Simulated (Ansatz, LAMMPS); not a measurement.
# Relaxing glassy 40SiO2-28Al2O3-16Li2O-16SrO (mol %) (85 atoms), part 4 of 4

How does glassy 40SiO2-28Al2O3-16Li2O-16SrO (mol %) (85 atoms) relax, and what do bonds, charges and levels look like afterwards?

Ansatz 0.2.0; Kohn-Sham DFT, revPBE, PAW (set soft_2), plane waves.

The cell: 10 Si, 14 Al, 8 Li, 4 Sr and 49 O. The quench rate of 6 K/ps is orders of magnitude faster than experiment. The network of bonds at the start is that of the classical potential that made the cell. Only the Γ point is sampled, in a cell whose shortest periodic width is 10 Å.

So far, density (g/cm³): step 5 (local order after relaxation) 3.11.

**6. Single point at the relaxed geometry (continued)**

Valence density in the bc plane at fractional x = 0.030, with atoms of Si and Al and Li and O within 0.2 Å of it. It is the smooth field of the valence electrons, not physical close to the nuclei.

Ten steps, logarithmic in the rise over the least value, from '_' (0.0 e/Å³) to '@' (6.2 e/Å³), each cell a mean:
```
====--::..........::..............__..::++%%@@%%++--::::
++--....__....::::::::::::::--::....__..--++++++--::::++
%%==______..::::----------------::..::::------::....--##
++::______..::----====----------::::==++**++--......::++
--::..____....::--==------::::::::==**######++::::--====
**--::______....::--==----::......==**##%%##++----**%%%%
##++::..........::--====--::..__..--++####**==::==##@@@@
##==::..........::==++++==::......::--====--::::==##@@@@
==--::::::::....::==++++==--::..::----::::..__..::==****
::....::::::......--====--::::--==++++==::..____..::::--
......::::........::::::::....--++****++--..__________..
__....::::....::----==--::....--++****++--..____________
__..::::::::::==**####++==::..::--====--::..____________
..--====--::--++%%@@@@##==::::::::::::==##**::__________
::==++**==----++##@@@@##==::::::::::::##@@@@==________..
::==****++--::--++##**++--::--++++==--++####--..........
::--====--::..::--====--::--++##%%##==::::::::----::....
....::::........::::::::::==**%%@@%%++::..::--====--::..
......____....::--==--::::--++####**==::..::--======--::
--::::......::==**##**==::::--======::......--====------
++++==--::::==**@@@@%%++--......::........::----::..::==
##%%##++--::==##@@@@%%++::..________....::==++++==::==++
%%@@%%**--::--++####**--..__________..::==##%%##**====**
**####++::..::::------....__________..--**%%@@@@**==--==
```
Columns run along b (10.0 Å), rows up along c (10.0 Å). Atoms in or near the plane, at fractional coordinates: Si at (0.90, 0.13), Al at (0.48, 0.52), Li at (0.73, 0.38), O at (0.80, 0.00), O at (0.32, 0.11), O at (0.96, 0.71), O at (0.34, 0.41).

Mean intrinsic-atomic-orbital charges: Al +1.28, Li +0.79, O -0.98, Si +1.65, Sr +1.85 e. The largest share in the top eV of filled states is O p (97 % of the projected weight), and in the lowest eV of empty states O s (31 % of the projected weight).

Local excerpt of 14 atoms (numbers count through the whole input) about Sr33, one of the 4 Sr atoms; x, y, z are measured from there.

```tsv
atom	x	y	z	distance (Å)	bonds	intrinsic-atomic-orbital charge (e)
Sr33	0.00	0.00	0.00	0.00	7	1.86
O57	2.16	0.57	0.75	2.36	3	-1.13
O52	0.75	0.78	-2.12	2.38	4	-1.26
O66	-2.20	-0.60	0.98	2.48	4	-1.26
O78	-0.12	-2.41	0.73	2.52	3	-1.04
O50	1.84	-1.89	-1.08	2.85	4	-0.96
O44	-0.90	2.72	0.15	2.87	4	-0.94
Li26	2.54	1.07	-1.11	2.97	4	0.78
Li27	0.07	2.45	-1.71	2.99	4	0.78
Al21	-1.86	-2.32	0.79	3.08	4	1.21
O42	-2.34	1.59	-1.64	3.27	5	-1.17
Al19	1.20	-3.18	-0.03	3.40	4	1.33
Li25	-2.47	0.96	2.13	3.40	3	0.79
Si6	2.50	0.45	2.31	3.44	4	1.65
```

The column of bonds counts only the pairs O-Al within 2.33 Å, O-Si within 2.12 Å, O-Li within 2.33 Å, O-Sr within 3.33 Å; other neighbours, such as metal atoms beside each other in a compound, aren't counted, and periodic images can show an atom twice.

**7. Other settings**

Changed here: accuracy = "low", scf.lower_state_search = "off" and scf.occupations.method = "tetrahedron_uncorrected".

File input.yaml:

```yaml
crystal:
  lattice:
    - [9.9565, 0.0, 0.0]
    - [0.0, 9.9565, 0.0]
    - [0.0, 0.0, 9.9565]
  atoms:
    [... the 85 atom lines of step 3 ...]
kpoints:
  mp_grid: { grid: [1, 1, 1] }
hamiltonian:
  xc: revpbe
scf:
  occupations: { method: tetrahedron_uncorrected }
  lower_state_search: "off"
output:
  forces: true
  stress: true
  populations: true
  dos:
    method: { smearing: { sigma: 0.1 } }
    de: 0.1
    projected: { site_lists: { Al: [Al], Li: [Li], O: [O], Si: [Si], Sr: [Sr] } }
  eigenvalues: true
accuracy: low
```

Run with:

```bash
> ansatz run input.yaml --threads 4 --pin off --max-ram 8192MiB --backend cpu --events-out ev --progress --plain --runs-dir out
```

Numbers of over 12 decimals in the logs are rounded to 6 here.

What it wrote:

```text
Warning: scf.occupations.method: one k-point leaves the tetrahedra no width, so the bands are filled by fermi_dirac at 0.0002 eV. In a gap the Fermi level, from which typed energy windows count, stands in the middle, and a product that sums over its own mesh keeps the tetrahedra and counts from the valence top. [...]
[...]
Crystal: 85 atoms, lattice volume = 987.007 Å³
Basis set: ecut = 420 eV, 19309 PW (Γ), exchange–correlation on 144×144×144 points (8 copies of the dense FFT grid, shifted against one another)
Bands: 305, of which v1, the nominal top of the filled ones, is band 220 counted from 1 (219 counted from 0)
Symmetry: 1 space group operations
[...]
k-points: 1
[...]
SCF iter   1: F=—  HF=-57746.884909 eV  |F-HF|=—  |Δ(HF+E_count)|=         —  Δρ=4.02e-3  dr2=1.70e-1  ethr=1.77e-3  ⟨swp⟩=7.0  Hψ=1494  notcnv=0  defer=50
[...]
SCF iter   9: F=-57746.887080 eV  HF=-57746.887080 eV  |F-HF|=1.09e-8  |Δ(HF+E_count)|=   8.71e-7  Δρ=3.15e-6  dr2=8.55e-8  ethr=2.27e-11  ⟨swp⟩=16.0  Hψ=1880  notcnv=0
SCF 1 converged in 9 iterations: F = -57746.887080 eV  dr2 = 8.55e-8
[...]
SCF converged after 9 iterations
Free energy (F): -57746.887080 eV
[...]
Internal energy: -57746.887080 eV  (E = F + TS)
E sigma→0 (E₀):  -57746.887080 eV
Fermi energy:    7.170663 eV
[...]
--- Forces (eV/Å), atoms counted from 1 ---
  atom   1  Si     0.83892330     0.54491959     0.86383230
  atom   2  Si     0.03992620     0.99034912     0.02383831
  atom   3  Si    -0.03529087    -0.20791424     0.48251700
  atom   4  Si     0.56722972     0.92143104     1.36586751
  atom   5  Si    -1.38853080     0.44877048    -0.52649959
  atom   6  Si    -2.06811502    -0.05992540     1.57951750
  atom   7  Si    -0.47245862     0.50644007    -0.88297675
  atom   8  Si     1.19026798     0.57139897    -1.49985179
  atom   9  Si     1.46312607    -1.52948582    -0.23750576
  atom  10  Si     0.37906608     0.17680277     0.87664112
  atom  11  Al     0.46695704     0.38575137    -1.40193607
  atom  12  Al    -0.80859834    -0.35159685     1.54246628
  atom  13  Al     0.54859561     0.49643048     0.79992068
  atom  14  Al     0.23119472    -0.31284096    -0.30066052
[...]
atom  84  O      2.24100689    -0.29240602     0.26053507
  atom  85  O      0.56233598     1.20174712    -0.41976156
  max |Σ_I F_I| component: 1.97e-4 eV/Å
--- Stress (GPa, compression-positive) ---
        7.791338       0.175763      -0.552597
        0.175744      11.234455       1.064382
       -0.552601       1.064375      11.175743
  P = ⅓ Tr σ = 10.0672 GPa (100.672 kbar)
--- Band table (eV) ---
[...]
--- Löwdin populations: 85 sites ---
  site symbol       q [e]
     0     Si      2.3146
     1     Si      2.2741
     2     Si      2.3077
[...]
84      O      6.9691
  spilling = 0.011123 (of n_electrons = 440.000000)
```

Wall time 11 s (4 threads of Intel Xeon Platinum 8259CL at 2.50GHz (Skylake/Cascade Lake), shared host); peak memory 1.3 GiB; 39 s of CPU time.

Notices of the run: tetrahedra set aside.

The program set the tetrahedra aside and kept another filling, so they aren't tested. Forces differ from those of the single point at the start by 0.007 meV/Å r.m.s., 8.0e-4 % of their size. It took 0.76 times the reference's time (shared host, so rough).

**8. Summary of results**

| Property | Result |
| --- | --- |
| energy change in the relaxation | -45.63 meV/atom |
| r.m.s. displacement | 0.167 Å |
| largest displacement | 0.436 Å |
| free energy per atom | -679.4208 eV/atom |
| pressure | 4.538 GPa |
| r.m.s. force component | 0.00916 eV/Å |
| gap (highest filled to lowest empty level) | 4.499 eV |
| wall time of the 4 DFT runs | 1.7 min |

What this shows: Relaxation lowers the energy by 45.6 meV/atom and moves atoms by 0.17 Å r.m.s.; the r.m.s. force component goes from 0.89 to 0.0092 eV/Å, the pressure goes from 10 to 4.5 GPa, and the gap from 4.43 to 4.50 eV. From the first step to the last the energy fell by 3.878 eV, and the largest move was 0.44 Å (Li27). The O-Sr bonds change most in mean length: from 2.775 Å (spread 0.260) to 2.697 Å (spread 0.240). 59 % of the oxygens bridge two formers (Si and Al) and 16 % are non-bridging; 24 % join three. The highest filled and lowest empty levels differ by 4.50 eV (at Γ alone); a semilocal functional tends to put such gaps too low. In a disordered cell it changes from sample to sample, and tail or defect levels can set it.

What to keep in mind: The network of bonds at the start is that of the classical potential that made the cell; in DFT atoms moved by 0.17 Å r.m.s. The pressure of 4.5 GPa says that the cell would expand at this level of theory.

[Logs are printed without paths, hosts, clocks, repeated set-up lines and the standing remarks that a program may print on its own settings, such as how far it seeks lower states.]

[Hosts, paths, dates, database ids (printed as entryN), source tags and the programs' standing remarks are cut or masked in the printed files.]
